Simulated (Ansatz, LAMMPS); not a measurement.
**Electronic structure of amorphous Hg33S25Se8 (66 atoms)**

What does DFT give for amorphous Hg33S25Se8 (66 atoms) as built?

Calculated with Ansatz 0.2.0; Kohn-Sham DFT, LDA, PAW (set soft_2), plane waves.

## 1. The starting structure

The cell holds 66 atoms: 33 Hg, 25 S and 8 Se. Its edges and angles: a = 12.034 Å, b = 12.034 Å, c = 12.034 Å, α = 90.0°, β = 90.0°, γ = 90.0°. 66 atoms (33 Hg, 25 S, 8 Se) placed at random at 7.67 g/cm³, melted at 2500 K for 10 ps at fixed volume with the Stillinger-Weber II-VI potential (Zhou et al., Phys. Rev. B 88, 085309 (2013)). Quenched from 2500 K to 500 K at 1000 K/ps and fixed volume, held 5 ps, then minimised at fixed cell.

Limits known from the start: The quench rate of 1000 K/ps is orders of magnitude faster than experiment, which tends to freeze in extra defects. The network of bonds at the start is that of the classical potential that made the cell, and needn't be the one that DFT or experiment would give. The Brillouin zone is sampled at Γ only, in a cell whose shortest periodic width is 12 Å. Spin–orbit coupling is left out, which matters for the levels of the heavy elements.

## 2. Making the structure

A classical potential supplies the starting structure, since it reaches far longer times than DFT.

This step: classical MD, Stillinger-Weber II-VI potential (Zhou et al., Phys. Rev. B 88, 085309 (2013)) (LAMMPS 22 Jul 2025 - Update 4).

in.lmp

```
# melt-quench of Hg33S25Se8
units metal
atom_style atomic
boundary p p p
region box block 0 12.0340 0 12.0340 0 12.0340
create_box 3 box
mass 1 200.5920   # Hg
mass 2 32.0600   # S
mass 3 78.9710   # Se
create_atoms 1 random 33 699039 NULL overlap 2.14 maxtry 2000
create_atoms 2 random 25 699046 NULL overlap 2.14 maxtry 2000
create_atoms 3 random 8 699053 NULL overlap 2.14 maxtry 2000
pair_style sw
pair_coeff * * CdTeZnSeHgS0.sw Hg S Se
neigh_modify delay 0 every 1 check yes
thermo_style custom step time temp pe press density
thermo_modify norm yes
timestep 0.001
thermo 100
min_style cg
minimize 1e-4 1e-4 200 2000
reset_timestep 0
velocity all create 2500 699040 mom yes dist gaussian
fix lim all nve/limit 0.05
fix lan all langevin 2500 2500 0.1 699041 zero yes
thermo 500
run 1000 post no
unfix lim
unfix lan
thermo 1666
fix md all nvt temp 2500 2500 0.1
run 10000 post no
unfix md
thermo 200
fix md all nvt temp 2500 500 0.1
run 2000 post no
unfix md
thermo 2500
fix md all nvt temp 500 500 0.1
run 5000 post no
unfix md
thermo 100
min_style cg
minimize 0 1e-3 2000 20000
write_dump all custom glass.dump id type xs ys zs modify sort id
```

On the command line:

```console
lmp -in in.lmp -log none -nocite
```

Log:

```text
LAMMPS (22 Jul 2025 - Update 4)
Created orthogonal box = (0 0 0) to (12.034 12.034 12.034)
Created 33 atoms
Created 25 atoms
Created 8 atoms
   Step          Time           Temp          PotEng         Press         Density
         0   0              0              0.54188634     415905.29      7.6730171
        54   0.054          0             -1.5691311     -3929.1341      7.6730171
Loop time of 0.0120106 s on 1 MPI rank(s) for 54 steps with 66 atoms
Minimization stats:
  Stopping criterion = energy tolerance
  Energy initial, next-to-last, final =
     0.541886335498442  -1.56900066676213  -1.56913110925386
  Force two-norm initial, final = 83.857476 0.36037248
  Iterations, force evaluations = 54 82
   Step          Time           Temp          PotEng         Press         Density
         0   0              2500          -1.5691311      8944.6757      7.6730171
       500   0.5            2286.926      -1.2787307      30445.269      7.6730171
      1000   1              2747.615      -1.3215743      40809.986      7.6730171
Loop time of 0.144408 s on 1 MPI rank(s) for 1000 steps with 66 atoms
   Step          Time           Temp          PotEng         Press         Density
      1000   1              2747.615      -1.3215743      40809.986      7.6730171
      1666   1.666          2284.9981     -1.3152346      17091.454      7.6730171
      3332   3.332          2607.6376     -1.3416782      26284.776      7.6730171
      4998   4.998          2510.1659     -1.2990866      41483.202      7.6730171
      6664   6.664          2525.6277     -1.2946287      47431.965      7.6730171
      8330   8.33           2383.6625     -1.3144788      27091.829      7.6730171
      9996   9.996          2269.1103     -1.2586118      37805.247      7.6730171
[... 1 line left out ...]
Loop time of 1.44004 s on 1 MPI rank(s) for 10000 steps with 66 atoms
   Step          Time           Temp          PotEng         Press         Density
[... 11 lines left out ...]
Loop time of 0.283943 s on 1 MPI rank(s) for 2000 steps with 66 atoms
   Step          Time           Temp          PotEng         Press         Density
[... 3 lines left out ...]
     18000   18             455.73553     -1.6469147      3217.0497      7.6730171
Loop time of 0.635828 s on 1 MPI rank(s) for 5000 steps with 66 atoms
   Step          Time           Temp          PotEng         Press         Density
     18000   18             455.73553     -1.6469147      3217.0504      7.6730171
     18100   18.1           455.73553     -1.7175385     -9999.4045      7.6730171
     18117   18.117         455.73553     -1.7175392     -10028.247      7.6730171
Loop time of 0.0299556 s on 1 MPI rank(s) for 117 steps with 66 atoms
Minimization stats:
  Stopping criterion = force tolerance
  Energy initial, next-to-last, final =
     -1.64691469455302  -1.71753918309686  -1.71753918419522
  Force two-norm initial, final = 8.2687902 0.00098145813
  Iterations, force evaluations = 117 232
```

The job ended after 2.6 s (1 thread of Arm Neoverse V1, shared host; peak memory 0.077 GiB).

## 3. Plane-wave single point

One self-consistent run at the given positions yields energy and forces.

input.yaml

```yaml
crystal:
  lattice:
    - [12.034, 0.0, 0.0]
    - [0.0, 12.034, 0.0]
    - [0.0, 0.0, 12.034]
  atoms:
    - { symbol: Hg, position: [0.70128, 0.34283, 0.73506] }
    - { symbol: Hg, position: [0.22436, 0.20238, 0.61607] }
    - { symbol: Hg, position: [0.08938, 0.61161, 0.50047] }
    - { symbol: Hg, position: [0.27212, 0.49503, 0.13876] }
    - { symbol: Hg, position: [0.71558, 0.78086, 0.9923] }
    - { symbol: Hg, position: [0.42424, 0.78849, 0.15742] }
    - { symbol: Hg, position: [0.90996, 0.55346, 0.22903] }
    - { symbol: Hg, position: [0.55016, 0.10819, 0.57568] }
    - { symbol: Hg, position: [0.28485, 0.00846, 0.34532] }
    - { symbol: Hg, position: [0.43959, 0.33492, 0.82186] }
    - { symbol: Hg, position: [0.31099, 0.71028, 0.40064] }
    - { symbol: Hg, position: [0.87884, 0.16777, 0.10575] }
    - { symbol: Hg, position: [0.0407, 0.3851, 0.03506] }
    - { symbol: Hg, position: [0.10682, 0.25463, 0.36278] }
    - { symbol: Hg, position: [0.29806, 0.6588, 0.676] }
    - { symbol: Hg, position: [0.52341, 0.64156, 0.84892] }
    - { symbol: Hg, position: [0.60455, 0.12983, 0.17248] }
    - { symbol: Hg, position: [0.5035, 0.83766, 0.66854] }
    - { symbol: Hg, position: [0.97521, 0.45684, 0.70647] }
    - { symbol: Hg, position: [0.6635, 0.03472, 0.8612] }
    - { symbol: Hg, position: [0.0032, 0.89737, 0.32894] }
    - { symbol: Hg, position: [0.61454, 0.55503, 0.52782] }
    - { symbol: Hg, position: [0.74659, 0.28241, 0.37531] }
    - { symbol: Hg, position: [0.6302, 0.86936, 0.3543] }
    - { symbol: Hg, position: [0.57881, 0.46854, 0.1303] }
    - { symbol: Hg, position: [0.82517, 0.73934, 0.69995] }
    - { symbol: Hg, position: [0.38307, 0.37227, 0.49093] }
    - { symbol: Hg, position: [0.00936, 0.65507, 0.94144] }
    - { symbol: Hg, position: [0.31124, 0.20774, 0.0544] }
    - { symbol: Hg, position: [0.97022, 0.15494, 0.83202] }
    - { symbol: Hg, position: [0.88532, 0.08864, 0.5581] }
    - { symbol: Hg, position: [0.12234, 0.8906, 0.65719] }
    - { symbol: Hg, position: [0.09617, 0.94937, 0.06586] }
    - { symbol: S, position: [0.22869, 0.64585, 0.88235] }
    - { symbol: S, position: [0.73328, 0.06115, 0.39651] }
    - { symbol: S, position: [0.4411, 0.49576, 0.66681] }
    - { symbol: S, position: [0.31486, 0.90211, 0.75585] }
    - { symbol: S, position: [0.73142, 0.73662, 0.49851] }
    - { symbol: S, position: [0.43618, 0.60607, 0.04917] }
    - { symbol: S, position: [0.77208, 0.22543, 0.91336] }
    - { symbol: S, position: [0.2597, 0.39599, 0.93138] }
    - { symbol: S, position: [0.28556, 0.86209, 0.00055] }
    - { symbol: S, position: [0.5514, 0.28854, 0.01566] }
    - { symbol: S, position: [0.92225, 0.84884, 0.97185] }
    - { symbol: S, position: [0.4576, 0.04677, 0.96266] }
    - { symbol: S, position: [0.10909, 0.30252, 0.76172] }
    - { symbol: S, position: [0.85467, 0.974, 0.18946] }
    - { symbol: S, position: [0.87518, 0.46549, 0.90866] }
    - { symbol: S, position: [0.69989, 0.56558, 0.74769] }
    - { symbol: S, position: [0.69768, 0.95466, 0.65211] }
    - { symbol: S, position: [0.39937, 0.13871, 0.72514] }
    - { symbol: S, position: [0.93858, 0.95698, 0.75375] }
    - { symbol: S, position: [0.09241, 0.16096, 0.0151] }
    - { symbol: S, position: [0.03693, 0.68345, 0.69687] }
    - { symbol: S, position: [0.09385, 0.61542, 0.13937] }
    - { symbol: S, position: [0.9394, 0.70057, 0.38185] }
    - { symbol: S, position: [0.18846, 0.81488, 0.25208] }
    - { symbol: S, position: [0.60677, 0.90791, 0.13051] }
    - { symbol: Se, position: [0.48141, 0.14914, 0.3598] }
    - { symbol: Se, position: [0.84801, 0.30971, 0.57625] }
    - { symbol: Se, position: [0.56547, 0.41131, 0.34955] }
    - { symbol: Se, position: [0.29778, 0.31063, 0.26418] }
    - { symbol: Se, position: [0.92854, 0.32956, 0.25531] }
    - { symbol: Se, position: [0.76187, 0.57475, 0.06651] }
    - { symbol: Se, position: [0.10128, 0.0475, 0.48426] }
    - { symbol: Se, position: [0.44034, 0.88158, 0.4592] }
kpoints:
  mp_grid: { grid: [1, 1, 1] }
hamiltonian:
  xc: lda
scf:
  occupations: { method: fermi_dirac, width: 0.05 }
output:
  forces: true
  stress: true
  populations: true
  dos:
    method: { smearing: { sigma: 0.1 } }
    de: 0.1
    projected: { site_lists: { Hg: [Hg], S: [S], Se: [Se] } }
  eigenvalues: true
  write_density: true
  write_potential: true
  volumetric_format: npy
```

On the command line:

```console
ansatz run input.yaml --threads 8 --pin off --max-ram 15872MiB --backend cpu --events-out ev --progress --plain --runs-dir out
```

Log:

```text
Engine: ansatz 0.2.0, aarch64-unknown-linux-gnu
Pseudopotentials: kind: paw
Pseudopotential: Hg, paw, valence charge 20, recommended cutoff 420 eV (normal), Hg.paw.azcp
Pseudopotential: S, paw, valence charge 6, recommended cutoff 420 eV (normal), S.paw.azcp
Pseudopotential: Se, paw, valence charge 16, recommended cutoff 420 eV (normal), Se.paw.azcp
[... 3 lines on functional and potentials left out ...]
Crystal: 66 atoms, lattice volume = 1742.730 Å³
Basis set: ecut = 420 eV, 34049 PW (Γ)
Bands: 563, of which v1, the nominal top of the filled ones, is band 469 counted from 1 (468 counted from 0)
Symmetry: 1 space group operations
Space group: P1 (ITA 1), of the structure as read, at distance tolerance 1.2e-4 Å
k-points: 1
[... 10 lines on functional and potentials left out ...]
Initial density: superposition of atomic densities (neutral atoms: chi_scale 0, normalization atom), corrected by the library's trained network
Initial wavefunctions: pseudopotential atomic-orbital guess
Functional: x = slater, c = lda
SCF iter   1: F=—  HF=-511027.844113 eV  |F-HF|=—  |Δ(HF+E_count)|=         —  Δρ=7.89e-3  dr2=3.13e0  ethr=1.77e-3  ⟨swp⟩=5.0  Hψ=1840  notcnv=0  defer=45
preconditioner: auto → LDOS  [metal: Δε(μ)=0.036 eV  Ē_g=9.566 eV  σ=0.050 eV  W_gap=0.17  n_scr=460 (ndim 8)  ℏωp=21.7 eV  f_vac=0.097  D(μ)=34.46/eV (n_scr^D=202)  β→1.0]
SCF iter   2: F=—  HF=-511027.586961 eV  |F-HF|=—  |Δ(HF+E_count)|=   2.57e-1  Δρ=4.21e-3  dr2=4.85e-1  ethr=3.33e-4  ⟨swp⟩=3.0  Hψ=968  notcnv=0  defer=65
SCF iter   3: F=—  HF=-511027.498237 eV  |F-HF|=—  |Δ(HF+E_count)|=   8.87e-2  Δρ=1.69e-3  dr2=1.25e-1  ethr=5.17e-5  ⟨swp⟩=2.0  Hψ=952  notcnv=0  defer=65
SCF iter   4: F=—  HF=-511027.479831 eV  |F-HF|=—  |Δ(HF+E_count)|=   1.84e-2  Δρ=5.93e-4  dr2=1.81e-2  ethr=1.33e-5  ⟨swp⟩=2.0  Hψ=761  notcnv=0  defer=65
SCF iter   5: F=—  HF=-511027.477687 eV  |F-HF|=—  |Δ(HF+E_count)|=   2.14e-3  Δρ=2.50e-4  dr2=3.21e-3  ethr=1.93e-6  ⟨swp⟩=2.0  Hψ=598  notcnv=0  defer=65
SCF iter   6: F=—  HF=-511027.477244 eV  |F-HF|=—  |Δ(HF+E_count)|=   4.43e-4  Δρ=1.20e-4  dr2=7.28e-4  ethr=3.43e-7  ⟨swp⟩=2.0  Hψ=762  notcnv=0  defer=65
SCF iter   7: F=—  HF=-511027.477169 eV  |F-HF|=—  |Δ(HF+E_count)|=   7.59e-5  Δρ=5.99e-5  dr2=1.65e-4  ethr=7.76e-8  ⟨swp⟩=2.0  Hψ=595  notcnv=0  defer=65
SCF iter   8: F=—  HF=-511027.477086 eV  |F-HF|=—  |Δ(HF+E_count)|=   8.22e-5  Δρ=2.72e-5  dr2=3.41e-5  ethr=1.76e-8  ⟨swp⟩=2.0  Hψ=598  notcnv=0  defer=65
SCF iter   9: F=—  HF=-511027.483090 eV  |F-HF|=—  |Δ(HF+E_count)|=   6.00e-3  Δρ=1.29e-5  dr2=7.00e-6  ethr=3.63e-9  ⟨swp⟩=2.0  Hψ=587  notcnv=0  defer=65
SCF iter  10: F=—  HF=-511027.483089 eV  |F-HF|=—  |Δ(HF+E_count)|=   9.54e-7  Δρ=6.71e-6  dr2=1.96e-6  ethr=7.46e-10  ⟨swp⟩=2.0  Hψ=597  notcnv=0  defer=65
SCF iter  11: F=—  HF=-511027.483089 eV  |F-HF|=—  |Δ(HF+E_count)|=   2.55e-7  Δρ=3.35e-6  dr2=5.17e-7  ethr=2.09e-10  ⟨swp⟩=2.0  Hψ=761  notcnv=0  defer=65
SCF iter  12: F=—  HF=-511027.483089 eV  |F-HF|=—  |Δ(HF+E_count)|=   6.82e-8  Δρ=1.69e-6  dr2=1.12e-7  ethr=5.51e-11  ⟨swp⟩=2.0  Hψ=762  notcnv=0  defer=65
SCF iter  13: F=-511027.483089 eV  HF=-511027.483089 eV  |F-HF|=3.39e-8  |Δ(HF+E_count)|=   1.43e-8  Δρ=9.49e-7  dr2=3.87e-8  ethr=1.07e-11  ⟨swp⟩=14.0  Hψ=4063  notcnv=0
SCF 1 converged in 13 iterations: F = -511027.483089 eV  dr2 = 3.87e-8
  greatest PAW one-centre occupation: 1.000 electrons in one spin orbital (limit 2), on the Hg atom at site 24 (counted from 0), in its partial waves of l = 0
SCF converged after 13 iterations
Free energy (F): -511027.483089 eV
Harris-Foulkes:  -511027.483089 eV  (|F-HF|=3.39e-8)
Internal energy: -511027.169702 eV  (E = F + TS)
E sigma→0 (E₀):  -511027.326395 eV
Entropy (-TS):   -0.313386 eV (-4.748 meV/atom)
Fermi energy:    8.044249 eV
--- Per-component energies (eV) ---
  E_band       = -19848.387814
  E_kinetic    = 23434.452631
  E_local      = -138675.622634  (includes V_loc(G=0)·N_el)
  E_nonlocal   = -1281.032779
  E_hartree    = 60697.378757
  E_xc         = -10382.702045
  E_vxc        = -11525.507564  (∫ρ·V_xc dr)
  E_paw        = -347455.831714  (= ΣΔE_a)
  E_vpaw       = -13195.456834  (= ΣTr[D̂ρ^β])
  E_aug_tail   = 0.023154  (compensation charges beyond the density's cutoff)
  E_ewald      = -97404.414969
  E_core_change = 40.579897  (= ΣΔE_core)
  E_smearing   = -0.313386  (= −TS)
  E_closure    = 0.000000  (closes the sum)
  Σ components = -511027.483089   (vs F -511027.483089, Δ=0.00e0)
--- Forces (eV/Å), atoms counted from 1 ---
  atom   1  Hg    -0.04010645    -0.01402048     0.43317808
  atom   2  Hg     0.24328401     0.34675928     0.11058065
  atom   3  Hg     0.50067344     0.73587465    -0.04728073
  atom   4  Hg    -0.31442437    -0.23333933    -0.27436104
  atom   5  Hg     0.17569132     0.21996364     0.48607125
  atom   6  Hg    -0.14727016     0.44351838    -0.68502424
  atom   7  Hg     0.16058177     0.40756761     0.00557912
  atom   8  Hg    -0.11482144    -0.46381962    -0.10574074
  atom   9  Hg     0.33577450    -0.27526823    -0.17729435
  atom  10  Hg     0.07154921    -0.18477386     0.07137975
  atom  11  Hg    -0.63697083    -0.17778633     0.62363773
  atom  12  Hg    -0.14823836    -0.45892335    -0.12632506
  atom  13  Hg    -0.06656093     0.18710978    -0.46703906
  atom  14  Hg     0.21561789    -0.10510744    -0.11240812
[...]
atom  65  Se    -0.03996006     0.21747764    -0.08691901
  atom  66  Se     0.07226132    -0.27941024     0.23187877
  max |Σ_I F_I| component: 1.83e-5 eV/Å
--- Stress (GPa, compression-positive) ---
       -4.578126      -0.166024       0.175517
       -0.166024      -5.386306      -0.036966
        0.175517      -0.036966      -5.143871
  P = ⅓ Tr σ = -5.0361 GPa (-50.361 kbar)
--- Band table (eV) ---
  k-point 0: bands = ["-106.9910", "-106.8561", "-106.8039", "-106.7965", [... 547 levels ...], "14.1403", "14.1932", "14.2258", "14.2454", "14.3220", "14.3516", "14.4311", "14.4769", "14.5439", "14.5841", "14.6070", "14.6862"]
--- Löwdin populations: 66 sites ---
  site symbol       q [e]
     0     Hg     19.1587
     1     Hg     19.1799
     2     Hg     19.2954
[...]
65     Se     16.7707
  spilling = 0.007658 (of n_electrons = 938.000000)
```

It took 29 s on 8 threads of Arm Neoverse V1, shared host; peak memory 2.6 GiB.

The run gave:

```yaml
free_energy: -511027.4831 eV
free_energy_per_atom: -7742.8407 eV/atom
scf_cycles: 13
pressure: -5.036 GPa
r_m_s_force_component: 0.377 eV/Å
longest_force: 1.706 eV/Å
fermi_energy: 8.044 eV
levels_partly_filled_by_over_2_per_cent: 7
spilling_of_the_projection: 0.007658
```

Length of the force by element:

| element | coordination | atoms | mean length of the force (eV/Å) | spread | least | most |
| --- | --- | --- | --- | --- | --- | --- |
| Hg | all | 33 | 0.490 | 0.175 | 0.202 | 0.909 |
| S | all | 25 | 0.737 | 0.381 | 0.206 | 1.71 |
| Se | all | 8 | 0.397 | 0.305 | 0.103 | 0.925 |

States in the cell by windows of 1 eV, zero at the Fermi level; the larger projections on atomic orbitals stand beside the total:

| from (eV) | to (eV) | total | Hg d | S p | Hg s | Se p | S s |
| --- | --- | --- | --- | --- | --- | --- | --- |
| -14 | -13 | 13.5 | 0.5 | 0.1 | 1.3 | 0.0 | 2.3 |
| -13 | -12 | 40.0 | 2.0 | 0.5 | 2.3 | 0.1 | 30.3 |
| -12 | -11 | 12.5 | 0.7 | 0.3 | 0.4 | 0.0 | 10.9 |
| -11 | -8 | 0.0 | 0.0 | 0.0 | 0.0 | 0.0 | 0.0 |
| -8 | -7 | 48.4 | 39.9 | 4.2 | 1.9 | 2.3 | 0.1 |
| -7 | -6 | 267.5 | 248.8 | 9.8 | 3.6 | 3.1 | 1.3 |
| -6 | -5 | 29.3 | 17.7 | 3.6 | 5.2 | 1.5 | 1.0 |
| -5 | -4 | 36.7 | 6.9 | 11.2 | 12.6 | 4.1 | 1.2 |
| -4 | -3 | 25.9 | 2.7 | 12.7 | 4.9 | 4.1 | 0.6 |
| -3 | -2 | 40.1 | 3.5 | 24.6 | 2.1 | 7.5 | 0.5 |
| -2 | -1 | 49.1 | 4.1 | 29.9 | 2.2 | 10.3 | 0.4 |
| -1 | 0 | 31.5 | 1.5 | 20.4 | 2.9 | 4.6 | 0.3 |
| 0 | 1 | 29.6 | 0.7 | 13.8 | 8.6 | 3.5 | 0.3 |
| 1 | 2 | 23.2 | 0.3 | 7.7 | 9.1 | 2.8 | 0.3 |
| 2 | 3 | 15.2 | 0.1 | 4.3 | 5.4 | 1.5 | 0.1 |
| 3 | 4 | 22.7 | 0.1 | 1.4 | 1.1 | 0.5 | 0.0 |
| 4 | 5 | 33.9 | 0.1 | 1.3 | 0.8 | 0.5 | 0.0 |

The stored curve holds about 595 of the 938 electrons; the rest, give or take the few that broadening carries across the Fermi level, lie in deeper levels below its range.

The levels nearest the highest filled one (over half full), pooled over k-points and spins:

| level less the highest filled one (eV) | occupation |
| --- | --- |
| -0.328 | 2 |
| -0.274 | 2.00 |
| -0.238 | 2.00 |
| -0.151 | 1.98 |
| -0.0396 | 1.86 |
| 0 | 1.71 |
| 0.0928 | 0.967 |
| 0.111 | 0.786 |
| 0.152 | 0.445 |
| 0.214 | 0.154 |
| 0.269 | 0.054 |
| 0.298 | 0.03 |

Valence density in the bc plane at fractional x = 0.094, with atoms of Hg and S and Se within 0.2 Å of it. It is the smooth field of the valence electrons, not physical close to the nuclei.

Ten steps, logarithmic in the rise over the least value, from '0' (0 e/Å³) to '9' (22 e/Å³), each cell a mean:
```
1112333311112321000012221000001122
0001222110001100000012321000000000
0000011000000000000011211000000000
0000000112221000000000110000000000
0000001123332100000000010000000000
0000001233233210000001221100011100
0000000123333211000012333211245421
0000000112221100000012333212478752
1000000000000000000011222112478752
1111000000000000000122211001245431
2332100000000000012466521000011112
6885210000000000014788741000000012
7996211111000000013688641000000013
3553212455310000001344310000000012
1111114688631000000011100000011111
0000014788641000000000000000122211
0000012466421000000000000011122210
0000000111100000000000000011211100
0000000000000000001122210011111000
0000000000000000012333321000001111
2100000000001110012322331000012454
5211222110123331112333321000025787
6322333321135653101122210000025898
4223323321135653100011110000013666
```
Columns run along b (12.0 Å), rows up along c (12.0 Å). Atoms in or near the plane, at fractional coordinates: Hg at (0.61, 0.50), Hg at (0.25, 0.36), Hg at (0.95, 0.07), S at (0.30, 0.76), S at (0.16, 0.02), S at (0.62, 0.14), Se at (0.05, 0.48).

(Continued in part 2 of 2.)

[Logs are printed without paths, hosts, clocks, repeated set-up lines and the standing remarks that a program may print on its own settings, such as how far it seeks lower states.]

[Hosts, paths, dates, database ids (printed as entryN), source tags and the programs' standing remarks are cut or masked in the printed files.]
